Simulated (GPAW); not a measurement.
# Work function of Li/Cu(110) at several levels, part 2 of 2

Aim: the work function of both faces of Li/Cu(110), and its spread over functionals and bases.

GPAW 26.7.0; GPAW, PAW setups; slab in vacuum, relaxation (the session's first sound run).

So far, upper work function (eV): step 2 (relaxation, PBE, GPAW) 3.42; step 3 (the slab's potential, PBE, GPAW) 3.42; step 4 (self-consistent run: xc = "revPBE") 3.38; step 5 (self-consistent run: xc = "vdW-DF2", GPAW, PAW setups, GPAW) 3.54; step 6 (self-consistent run: xc = "LDA") 3.48.

## (7) Self-consistent run: xc = "RPBE"

The same geometry under RPBE, to see how far the functional moves the levels against the vacuum.

run.py

```python
import json
import numpy as np
from ase import Atoms
from gpaw import GPAW, PW

slab = Atoms(
    ['Cu', 'Cu', 'Cu', 'Cu', 'Cu', 'Li'],
    positions=[
        [0.00000, 0.00000, 7.00000],
        [1.80500, 1.27633, 8.27633],
        [0.00000, 0.00000, 9.55266],
        [1.80500, 1.27633, 10.88828],
        [0.00000, 0.00000, 12.09304],
        [-0.00000, 1.27633, 14.27660]],
    cell=[[3.61, 0.0, 0.0], [0.0, 2.55266, 0.0], [0.0, 0.0, 21.51858]],
    pbc=[True, True, False])

slab.calc = GPAW(mode=PW(400), xc='RPBE', kpts={'size': (9, 12, 1), 'gamma': True},
                 occupations={'name': 'fermi-dirac', 'width': 0.1}, nbands='300%',
                 convergence={'density': 1e-05}, maxiter=200,
                 poissonsolver={'dipolelayer': 'xy'},
                 symmetry={'tolerance': 1e-3}, txt='slab.txt')
result = {}
energy = slab.get_potential_energy()
fermi = slab.calc.get_fermi_level()
v = slab.calc.get_electrostatic_potential().mean((0, 1)) - fermi
n = slab.calc.get_pseudo_density().mean((0, 1))
L = slab.cell[2, 2]
z = np.arange(len(v)) * L / len(v)
low, high = slab.positions[:, 2].min(), slab.positions[:, 2].max()
below, above = np.interp([low - 4.8, high + 4.8], z, v)
slopes = [np.interp(x, z, np.gradient(v, z)) for x in (low - 4.8, high + 4.8)]
eps = np.array([[slab.calc.get_eigenvalues(k, s) for k in range(len(slab.calc.get_ibz_k_points()))]
                for s in range(slab.calc.get_number_of_spins())]) - fermi
top, bottom = eps[eps < 0].max(), eps[eps > 0].min()
dipole = slab.get_dipole_moment()[2]
print(f'energy {energy:.4f} eV, Fermi level {fermi:.4f} eV, dipole {dipole:.5f} e A')
print(f'potential 4.8 A off the faces, from the Fermi level: lower {below:.4f} eV, upper {above:.4f} eV')
print(f'slope of the potential there: lower {slopes[0]:.5f}, upper {slopes[1]:.5f} eV/A')
print(f'nearest levels on the mesh: {top:.4f} and {bottom:.4f} eV')
print('magnetic moment', round(slab.get_magnetic_moment(), 3))
result.update(energy=energy, fermi=fermi, dipole=dipole, below=below, above=above, slopes=slopes, edges=[top, bottom],
              z=z.tolist(), v=v.tolist(), n=n.tolist(), positions=slab.positions.tolist(),
              forces=slab.get_forces(apply_constraint=False).tolist(), moments=slab.get_magnetic_moments().tolist())
json.dump(result, open('result.json', 'w'))
```

Command:

```bash
OMP_NUM_THREADS=1 OPENBLAS_NUM_THREADS=1 python run.py
```

Output:

```text
energy -15.4035 eV, Fermi level 0.3432 eV, dipole 0.03542 e A
potential 4.8 A off the faces, from the Fermi level: lower 4.0811 eV, upper 3.3838 eV
slope of the potential there: lower -0.00061, upper 0.00386 eV/A
nearest levels on the mesh: -0.0202 and 0.0196 eV
magnetic moment 0.0
```

It took 5.7 min on 1 thread of Arm Neoverse V2, shared host; peak memory 0.36 GiB.

Numbers from this step:

| Quantity | Value |
| --- | --- |
| dipole along the normal | 0.03542 e·Å |
| levels nearest the Fermi level on the mesh | -0.02017, 0.01959 eV from the Fermi level |
| upper work function | 3.384 eV |
| lower work function | 4.081 eV |

The electrostatic potential energy of an electron (without an applied field's), less the Fermi level, planar mean oscillates, so the rows of the table below give means over windows of 1.29 Å about each position, cut where the curve ends. Its maxima inside the range that stand out by 2 % of the span (Å: eV): 0.4: 4.08, 7.6: -5.20, 8.9: -5.46, 10.2: -4.67, 11.5: -6.38, 13.2: 1.82. Its minima: 7.0: -10.7, 8.3: -11.3, 9.6: -11.2, 10.9: -11.4, 12.1: -11.0, 14.3: -3.18.

The electrostatic potential energy of an electron (without an applied field's), less the Fermi level, planar mean by z; means over each step:

z (Å), electrostatic potential energy of an electron (without an applied field's), less the Fermi level, planar mean (eV) and a bar from the least value:
```
     0.65        4.0 ##############################
     1.94        4.1 ##############################
     3.23        4.1 ##############################
     4.52        4.0 ##############################
     5.80        2.2 ##########################
     7.10       -7.3 ###
     8.38       -8.2 #
     9.68       -8.0 #
    10.96       -8.5 
    12.25       -6.6 ####
    13.54        0.2 #####################
    14.84       -0.9 ##################
    16.12        2.7 ###########################
    17.41        3.3 ############################
    18.71        3.4 ############################
    20.00        3.4 ############################
    21.29        3.4 ############################
```

The upper face's work function is 3.384 eV, against 3.418 eV in the first plane-wave PBE run at this geometry.

## (8) OptPBE vdW: xc = "optPBE-vdW"

The same geometry under optPBE-vdW, to see how far the functional moves the levels against the vacuum (the van der Waals functionals take revPBE setups).

Edit run.py of step 7 so:

```diff
@@ -17,3 +17,3 @@
 
-slab.calc = GPAW(mode=PW(400), xc='RPBE', kpts={'size': (9, 12, 1), 'gamma': True},
+slab.calc = GPAW(mode=PW(400), xc='optPBE-vdW', kpts={'size': (9, 12, 1), 'gamma': True},
                  occupations={'name': 'fermi-dirac', 'width': 0.1}, nbands='300%',
```

Output:

```text
energy -72.3622 eV, Fermi level 0.1685 eV, dipole 0.04788 e A
potential 4.8 A off the faces, from the Fermi level: lower 4.4427 eV, upper 3.5000 eV
slope of the potential there: lower -0.00081, upper 0.00588 eV/A
nearest levels on the mesh: -0.0525 and 0.0051 eV
magnetic moment 0.0
```

The job ended after 6 min (1 thread; peak memory 0.48 GiB).

Numbers from this step:

| Quantity | Value |
| --- | --- |
| dipole along the normal | 0.04788 e·Å |
| levels nearest the Fermi level on the mesh | -0.05255, 0.005083 eV from the Fermi level |
| upper work function | 3.500 eV |
| lower work function | 4.443 eV |

The upper face's work function is 3.500 eV, against 3.418 eV in the first plane-wave PBE run at this geometry.

## (9) Real-space grid: mode = "fd"

A real-space grid is a second complete basis, so it checks the plane-wave result.

Edit run.py of step 8 so:

```diff
@@ -3,3 +3,3 @@
 from ase import Atoms
-from gpaw import GPAW, PW
+from gpaw import GPAW
 
@@ -17,3 +17,3 @@
 
-slab.calc = GPAW(mode=PW(400), xc='optPBE-vdW', kpts={'size': (9, 12, 1), 'gamma': True},
+slab.calc = GPAW(mode='fd', h=0.18, xc='PBE', kpts={'size': (9, 12, 1), 'gamma': True},
                  occupations={'name': 'fermi-dirac', 'width': 0.1}, nbands='300%',
```

Output:

```text
energy -18.8442 eV, Fermi level -3.8351 eV, dipole 0.04250 e A
potential 4.8 A off the faces, from the Fermi level: lower 4.2523 eV, upper 3.4165 eV
slope of the potential there: lower -0.00035, upper 0.00325 eV/A
nearest levels on the mesh: -0.0162 and 0.0151 eV
magnetic moment 0.0
```

Run time: 34 min. Hardware: 1 thread; peak memory 2.3 GiB.

This step gave:

| Quantity | Value |
| --- | --- |
| dipole along the normal | 0.04250 e·Å |
| levels nearest the Fermi level on the mesh | -0.01618, 0.01515 eV from the Fermi level |
| upper work function | 3.416 eV |
| lower work function | 4.252 eV |

The electrostatic potential energy of an electron (without an applied field's), less the Fermi level, planar mean oscillates, so the rows of the table below give means over windows of 1.3 Å about each position, cut where the curve ends. Its maxima inside the range that stand out by 2 % of the span (Å: eV): 1.4: 4.25, 7.6: -5.04, 8.9: -5.33, 10.2: -4.51, 11.5: -6.22, 13.2: 1.94. Its minima: 7.0: -10.5, 8.2: -11.1, 9.5: -11.0, 10.9: -11.2, 12.1: -10.7, 14.3: -3.09.

The electrostatic potential energy of an electron (without an applied field's), less the Fermi level, planar mean by z; means over each step:

| z (Å) | electrostatic potential energy of an electron (without an applied field's), less the Fermi level, planar mean (eV) |
| --- | --- |
| 0.65 | 4.24 |
| 1.95 | 4.25 |
| 3.25 | 4.25 |
| 4.55 | 4.17 |
| 5.85 | 2.17 |
| 7.15 | -7.29 |
| 8.45 | -8.08 |
| 9.75 | -7.79 |
| 11.05 | -8.42 |
| 12.35 | -5.81 |
| 13.65 | 0.0215 |
| 14.95 | -0.427 |
| 16.25 | 2.87 |
| 17.55 | 3.37 |
| 18.85 | 3.41 |
| 20.15 | 3.42 |

The upper face's work function is 3.416 eV, against 3.418 eV in the first plane-wave PBE run at this geometry.

## (10) Atomic orbitals: mode = "lcao"

Atom-centred orbitals end a few angstrom from the surface, which tests how much the density's tail matters.

Edit run.py of step 9 so:

```diff
@@ -17,4 +17,4 @@
 
-slab.calc = GPAW(mode='fd', h=0.18, xc='PBE', kpts={'size': (9, 12, 1), 'gamma': True},
-                 occupations={'name': 'fermi-dirac', 'width': 0.1}, nbands='300%',
+slab.calc = GPAW(mode='lcao', basis='dzp', h=0.18, xc='PBE', kpts={'size': (9, 12, 1), 'gamma': True},
+                 occupations={'name': 'fermi-dirac', 'width': 0.1}, nbands='120%',
                  convergence={'density': 1e-05}, maxiter=200,
```

Output:

```text
energy -17.0753 eV, Fermi level -3.5328 eV, dipole 0.03549 e A
potential 4.8 A off the faces, from the Fermi level: lower 3.8813 eV, upper 3.1844 eV
slope of the potential there: lower -0.00000, upper 0.00001 eV/A
nearest levels on the mesh: -0.0240 and 0.0166 eV
magnetic moment 0.0
```

Elapsed: 6.4 min, on 1 thread; peak memory 0.33 GiB.

This step gave:

```
dipole along the normal                    : 0.03549 e·Å
levels nearest the Fermi level on the mesh : -0.02398, 0.01659 eV from the Fermi level
upper work function                        : 3.184 eV
lower work function                        : 3.881 eV
```

The upper face's work function is 3.184 eV, against 3.418 eV in the first plane-wave PBE run at this geometry.

## (11) All levels side by side

Times are for 1 thread of Arm Neoverse V2, shared host. Results by setting:

| no. | run | upper work function (eV) | lower work function (eV) | time | memory (GiB) |
| --- | --- | --- | --- | --- | --- |
| 1 | pw | 3.418 | 4.261 | 5.8 min | 0.36 |
| 2 | revPBE | 3.376 | 4.102 | 5.7 min | 0.36 |
| 3 | vdW DF2 | 3.544 | 4.683 | 12 min | 0.48 |
| 4 | LDA | 3.485 | 4.614 | 5.9 min | 0.36 |
| 5 | RPBE | 3.384 | 4.081 | 5.7 min | 0.36 |
| 6 | optPBE vdW | 3.500 | 4.443 | 6 min | 0.48 |
| 7 | fd | 3.416 | 4.252 | 34 min | 2.3 |
| 8 | lcao | 3.184 | 3.881 | 6.4 min | 0.33 |

## (12) Side by side

Results and costs are gathered.

This step: comparison of work functions, dipole and cost (GPAW 26.7.0).

Ladder, by row:

| step | code | work function, upper (eV) | work function, lower (eV) | dipole (e Å) | wall time (s) | peak memory (GiB) | threads |
| --- | --- | --- | --- | --- | --- | --- | --- |
| pw | GPAW | 3.418 | 4.261 | 0.04282 | 347.7 | 0.36 | 1 |
| revPBE | GPAW | 3.376 | 4.102 | 0.03684 | 339.4 | 0.36 | 1 |
| vdW-DF2 | GPAW | 3.544 | 4.683 | 0.05789 | 719.5 | 0.48 | 1 |
| LDA | GPAW | 3.485 | 4.614 | 0.05741 | 355.2 | 0.36 | 1 |
| RPBE | GPAW | 3.384 | 4.081 | 0.03542 | 339.2 | 0.36 | 1 |
| optPBE-vdW | GPAW | 3.5 | 4.443 | 0.04788 | 359 | 0.48 | 1 |
| fd | GPAW | 3.416 | 4.252 | 0.0425 | 2019 | 2.32 | 1 |
| lcao | GPAW | 3.184 | 3.881 | 0.03549 | 384.6 | 0.33 | 1 |

## (13) Outcome

```
work function, upper and lower face : 3.418 and 4.261 eV
dipole along the normal             : 0.0428 e Å
```

**Reading.** With plane waves and PBE the work function is 3.42 eV on the upper face and 4.26 eV on the lower. The two faces differ by 0.84 eV, the step that the slab's dipole makes (e p/(ε0 A) gives 0.84 eV), so the dipole layer is needed. Over the sound runs of the table the upper face's work function spans 3.184 (lcao) to 3.544 eV (vdW-DF2). Atomic orbitals miss the plane-wave value by -0.23 eV, since they describe the tail of the density in the vacuum poorly. The cell of 9.22 Å² holds one Li, started on one chosen site; other sites and coverages weren't tried. The in-plane lattice was kept as typed, which isn't the functional's own and leaves some strain; spin-orbit coupling and temperature are left out.

[Logs are printed without paths, hosts, clocks, repeated set-up lines and the standing remarks that a program may print on its own settings, such as how far it seeks lower states.]

[Hosts, paths, dates, database ids (printed as entryN), source tags and the programs' standing remarks are cut or masked in the printed files.]
